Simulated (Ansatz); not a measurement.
# AlB3As4: complex band structure, part 3 of 3

Aim: relax a made-up compound, AlB3As4, and see how good a tunnel barrier it would be. It is built by putting As for N, B for Ga in the AlGa3N4 structure of space group Pm, with the volume rescaled by atomic radii. The parent structure comes from the Materials Project.

Ansatz 0.2.0; PBEsol DFT, plane waves, PAW files (the session's first sound run).

So far, gap on the k-mesh (eV): step 3 (band edges) 0.208; step 4 (complex bands, plane (001)) 0.208.

The structure was built from a prototype and need not be the compound's stable phase.

### 5. Complex bands, plane (010), k-mesh 4×4×8

Level of this step: PBEsol DFT, plane waves, PAW files; complex bands by layer matching along the plane's normal (Ansatz).

The same for the (010) plane, at (0, 0) and (-0.5, 0), to see how the decay depends on direction.

Input file input.yaml:

```yaml
crystal:
  lattice:
    - [6.166416129, 0.0, 0.0]
    - [0.006479283, 5.848976526, 0.0]
    - [0.0, 0.0, 3.49028986]
  atoms:
    - { symbol: Al, position: [0.6651534967, 0.9924490416, 0.5] }
    - { symbol: B, position: [0.3228707455, 0.4988523931, 0.5] }
    - { symbol: B, position: [0.8404155698, 0.4949972588, 0.0] }
    - { symbol: B, position: [0.168109406, 0.0024176001, 0.0] }
    - { symbol: As, position: [0.3079076916, 0.1361811372, 0.5] }
    - { symbol: As, position: [0.8680203816, 0.1431442858, 0.0] }
    - { symbol: As, position: [0.1647046652, 0.6337709376, 0.0] }
    - { symbol: As, position: [0.6628190436, 0.5857873559, 0.5] }
kpoints:
  mp_grid: { grid: [4, 4, 8] }
scf:
  occupations: { method: fixed }
hamiltonian:
  xc: pbesol
output:
  eigenvalues: true
  transmission:
    leads: [[0, 0]]
    kpoints: [[0.0, 0.0], [-0.5, 0.0]]
    e_range: [-1.0, 1.21]
    de: 0.05
```

The run is started by

```console
> ansatz run input.yaml --threads 2 --pin off --max-ram 4096MiB --backend cpu --events-out ev --progress --plain --runs-dir out
```

Numbers of over 12 decimals in the logs are rounded to 6 here.

Output:

```text
[...]
Crystal: 8 atoms, lattice volume = 125.885 Å³
Basis set: ecut = 420 eV, 2469 PW (Γ)
Bands: 44, of which v1, the nominal top of the filled ones, is band 36 counted from 1 (35 counted from 0)
Symmetry: 2 space group operations
[...]
k-points: 50 of 128 (time reversal used)
[...]
SCF iter   1: F=—  HF=-20234.203259 eV  |F-HF|=—  |Δ(HF+E_count)|=         —  Δρ=4.48e-3  dr2=3.78e-2  ethr=1.77e-3  ⟨swp⟩=4.4  Hψ=7408  notcnv=0  defer=263
[...]
SCF iter   7: F=-20234.190517 eV  HF=-20234.190517 eV  |F-HF|=6.57e-9  |Δ(HF+E_count)|=   3.91e-7  Δρ=4.15e-6  dr2=3.54e-8  ethr=1.39e-10  ⟨swp⟩=9.8  Hψ=8538  notcnv=0
SCF 1 converged in 7 iterations: F = -20234.190517 eV  dr2 = 3.54e-8
[...]
transmission: 5 of 10 steps passed
transmission: 10 of 10 steps passed
SCF converged after 7 iterations
Free energy (F): -20234.190517 eV
[...]
Internal energy: -20234.190517 eV  (E = F + TS)
E sigma→0 (E₀):  -20234.190517 eV
Fermi energy:    10.409605 eV
[...]
--- Band table (eV; the first three rows and the last of 50) ---
  k-point 0: bands = [... 32 lower, 8.3848, 9.3305, 9.9281, 10.4096, 10.7903, 11.1583, 12.3184, 12.4927, ... 4 higher]
  k-point 1: bands = [... 32 lower, 7.5107, 9.0751, 9.3326, 9.6539, 11.6600, 11.9810, 12.3544, 12.5620, ... 4 higher]
  k-point 2: bands = [... 32 lower, 6.4841, 7.5852, 8.5568, 8.7776, 11.3569, 12.1336, 12.6752, 13.1691, ... 4 higher]
  k-point 49: bands = [... 32 lower, 6.5893, 7.1222, 7.5444, 7.8670, 10.7268, 10.9243, 11.1296, 11.7549, ... 4 higher]
--- Transmission ---
  basis      : 319 plane waves across, 5 finite elements along
  points     : 2, as listed
[...]
crystal 0  : B3As4Al1, at the sites [0, 0], period 3.4903 Å: whole cells are its period
[...]
channels       : 0.000000e0 a spin
[...]
slowest decay  : 0.0581 /Å at (0.0000, 0.0000)
```

Elapsed: 65 s, on 2 threads of Arm Neoverse V2, shared host; peak memory 1.1 GiB; 2.1 min of CPU time.

Numbers from this step:

```yaml
decay_constant_at_the_filling_level_zone_centre: 0.05814 Å⁻¹
decay_constant_at_the_filling_level_slowest_listed_point: 0.0581 Å⁻¹
```

K parallel (0, 0); values up to 1.5 1/Å, a degenerate pair printed once or twice; energies at which all values exceed this have no row. The Im kz of the slowest decaying states by energy, zero at the highest filled level on the SCF mesh:

| energy (eV) | decay 1 (Å⁻¹) | decay 2 (Å⁻¹) | decay 3 (Å⁻¹) | decay 4 (Å⁻¹) |
| --- | --- | --- | --- | --- |
| -1.000 | 0.139 | 0.185 | 0.207 | 0.384 |
| -0.900 | 0.174 | 0.179 | 0.208 | 0.376 |
| -0.800 | 0.169 | 0.178 | 0.211 | 0.224 |
| -0.650 | 0.165 | 0.167 | 0.211 | 0.293 |
| -0.550 | 0.159 | 0.165 | 0.211 | 0.332 |
| -0.450 | 0.0735 | 0.148 | 0.163 | 0.210 |
| -0.350 | 0.146 | 0.160 | 0.206 | 0.318 |
| -0.250 | 0.143 | 0.161 | 0.195 | 0.305 |
| -0.100 | 0.124 | 0.154 | 0.225 | 0.283 |
| 0.000 | 0.00247 | 0.111 | 0.149 | 0.241 |
| 0.100 | 0.0581 | 0.0957 | 0.143 | 0.229 |
| 0.200 | 0.0771 | 0.0811 | 0.136 | 0.224 |
| 0.300 | 0.0520 | 0.0972 | 0.127 | 0.205 |
| 0.450 | 0.109 | 0.116 | 0.163 | 0.218 |
| 0.550 | 0.0922 | 0.125 | 0.126 | 0.215 |
| 0.650 | 0.0673 | 0.0677 | 0.134 | 0.212 |
| 0.750 | 0.142 | 0.210 | 0.412 | 0.455 |
| 0.850 | 0.148 | 0.207 | 0.398 | 0.477 |
| 1.000 | 0.155 | 0.201 | 0.376 | 0.423 |
| 1.100 | 0.158 | 0.198 | 0.360 | 0.386 |
| 1.200 | 0.0149 | 0.160 | 0.194 | 0.343 |

K parallel (0, 0). Table of Re kz of states that move upwards by energy, zero at the highest filled level on the SCF mesh:

| energy (eV) | channel 1 (Å⁻¹) | channel 2 (Å⁻¹) | channel 3 (Å⁻¹) | channel 4 (Å⁻¹) |
| --- | --- | --- | --- | --- |
| -1.000 | -0.300 | -0.213 | - | - |
| -0.900 | -0.271 | -0.197 | - | - |
| -0.800 | -0.240 | -0.180 | - | - |
| -0.750 | -0.223 | -0.171 | - | - |
| -0.650 | -0.189 | -0.147 | - | - |
| -0.550 | -0.160 | -0.101 | - | - |
| -0.450 | -0.138 | - | - | - |
| -0.400 | -0.128 | - | - | - |
| -0.300 | -0.108 | - | - | - |
| -0.200 | -0.0867 | - | - | - |
| -0.100 | -0.0601 | - | - | - |
| -0.050 | -0.0421 | - | - | - |
| 0.000 | - | - | - | - |
| 0.050 | - | - | - | - |
| 0.150 | - | - | - | - |
| 0.250 | - | - | - | - |
| 0.300 | - | - | - | - |
| 0.400 | 0.0260 | - | - | - |
| 0.500 | 0.0646 | - | - | - |
| 0.600 | 0.0882 | - | - | - |
| 0.650 | 0.0982 | - | - | - |
| 0.750 | -0.538 | 0.00896 | 0.116 | 0.705 |
| 0.850 | -0.486 | 0.0755 | 0.132 | 0.761 |
| 0.950 | -0.449 | 0.113 | 0.146 | 0.803 |
| 1.000 | -0.433 | 0.130 | 0.153 | 0.822 |
| 1.100 | -0.403 | 0.164 | 0.168 | 0.857 |
| 1.200 | -0.376 | 0.179 | 0.203 | - |

K parallel (-0.5, 0); values up to 1.5 1/Å, a degenerate pair printed once or twice; energies at which all values exceed this have no row. Table of Im kz of the slowest decaying states by energy, zero at the highest filled level on the SCF mesh:

| energy (eV) | decay 1 (Å⁻¹) | decay 2 (Å⁻¹) | decay 3 (Å⁻¹) | decay 4 (Å⁻¹) |
| --- | --- | --- | --- | --- |
| -1.000 | 0.199 | 0.224 | 0.245 | 0.347 |
| -0.900 | 0.204 | 0.221 | 0.239 | 0.348 |
| -0.800 | 0.208 | 0.219 | 0.234 | 0.323 |
| -0.750 | 0.210 | 0.217 | 0.231 | 0.312 |
| -0.650 | 0.212 | 0.213 | 0.227 | 0.294 |
| -0.550 | 0.209 | 0.214 | 0.224 | 0.277 |
| -0.450 | 0.0306 | 0.203 | 0.213 | 0.224 |
| -0.400 | 0.0540 | 0.200 | 0.211 | 0.224 |
| -0.300 | 0.0815 | 0.194 | 0.208 | 0.225 |
| -0.200 | 0.100 | 0.187 | 0.204 | 0.209 |
| -0.100 | 0.114 | 0.179 | 0.184 | 0.201 |
| -0.050 | 0.120 | 0.170 | 0.175 | 0.199 |
| 0.000 | 0.125 | 0.154 | 0.170 | 0.197 |
| 0.050 | 0.130 | 0.137 | 0.166 | 0.195 |
| 0.150 | 0.0907 | 0.137 | 0.156 | 0.191 |
| 0.250 | 0.0395 | 0.141 | 0.146 | 0.188 |
| 0.300 | 0.139 | 0.144 | 0.186 | 0.229 |
| 0.400 | 0.126 | 0.144 | 0.185 | 0.228 |
| 0.500 | 0.111 | 0.140 | 0.186 | 0.227 |
| 0.600 | 0.0921 | 0.134 | 0.188 | 0.226 |
| 0.650 | 0.0810 | 0.130 | 0.189 | 0.225 |
| 0.750 | 0.0511 | 0.120 | 0.191 | 0.223 |
| 0.850 | 0.107 | 0.193 | 0.221 | 0.364 |
| 0.950 | 0.0910 | 0.195 | 0.219 | 0.357 |
| 1.000 | 0.0811 | 0.196 | 0.217 | 0.354 |
| 1.100 | 0.0549 | 0.198 | 0.215 | 0.346 |
| 1.200 | 0.198 | 0.211 | 0.337 | 0.365 |

K parallel (-0.5, 0). Re kz of states that move upwards against energy, zero at the highest filled level on the SCF mesh:

| energy (eV) | channel 1 (Å⁻¹) | channel 2 (Å⁻¹) | channel 3 (Å⁻¹) | channel 4 (Å⁻¹) |
| --- | --- | --- | --- | --- |
| -1.000 | -0.166 | - | - | - |
| -0.900 | -0.146 | - | - | - |
| -0.800 | -0.125 | - | - | - |
| -0.650 | -0.0889 | - | - | - |
| -0.550 | -0.0575 | - | - | - |
| -0.450 | - | - | - | - |
| -0.350 | - | - | - | - |
| -0.250 | - | - | - | - |
| -0.100 | - | - | - | - |
| 0.000 | - | - | - | - |
| 0.100 | - | - | - | - |
| 0.200 | - | - | - | - |
| 0.300 | -0.857 | -0.776 | - | - |
| 0.450 | -0.779 | -0.709 | - | - |
| 0.550 | -0.743 | -0.676 | - | - |
| 0.650 | -0.713 | -0.647 | - | - |
| 0.750 | -0.685 | -0.620 | - | - |
| 0.850 | -0.659 | -0.595 | 0.0386 | - |
| 1.000 | -0.622 | -0.559 | 0.0891 | - |
| 1.100 | -0.598 | -0.535 | 0.112 | - |
| 1.200 | -0.575 | -0.512 | 0.0288 | 0.131 |

At the listed wavevectors the last open channel is at -0.05 eV and the next at +0.25 eV on the grid. At +0.10 eV, the grid energy nearest the filling level (the middle of the gap on the SCF mesh), the slowest state at the listed wavevectors decays with κ = 0.0581 Å⁻¹, its amplitude falling by e over 17 Å; the first such run, plane (001), gave 0.0727 Å⁻¹.

### 6. Outcome

* band gap: 0.208 eV
* least decay constant at mid-gap, normal to (001): 0.0727 Å⁻¹
* least decay constant at mid-gap, normal to (010): 0.0581 Å⁻¹

What this shows: With PBEsol, the slowest decay at the wavevectors tried is κ = 0.0581 Å⁻¹, normal to (010). Through such a film the transmission near mid-gap falls as exp(−2κd), a factor of ten every 20 Å. The decay depends on direction: 1.3 times faster normal to (001). A free electron under a barrier of half the gap would need a mass of 0.12 mₑ to decay at this rate. The compound is made up by substitution; its stability against other phases and against distortions of the cell's symmetry was not tested. A semilocal functional narrows gaps, so real decay constants are likely larger.

[Logs are printed without paths, hosts, clocks, repeated set-up lines and the standing remarks that a program may print on its own settings, such as how far it seeks lower states.]

[Hosts, paths, dates, database ids (printed as entryN), source tags and the programs' standing remarks are cut or masked in the printed files.]
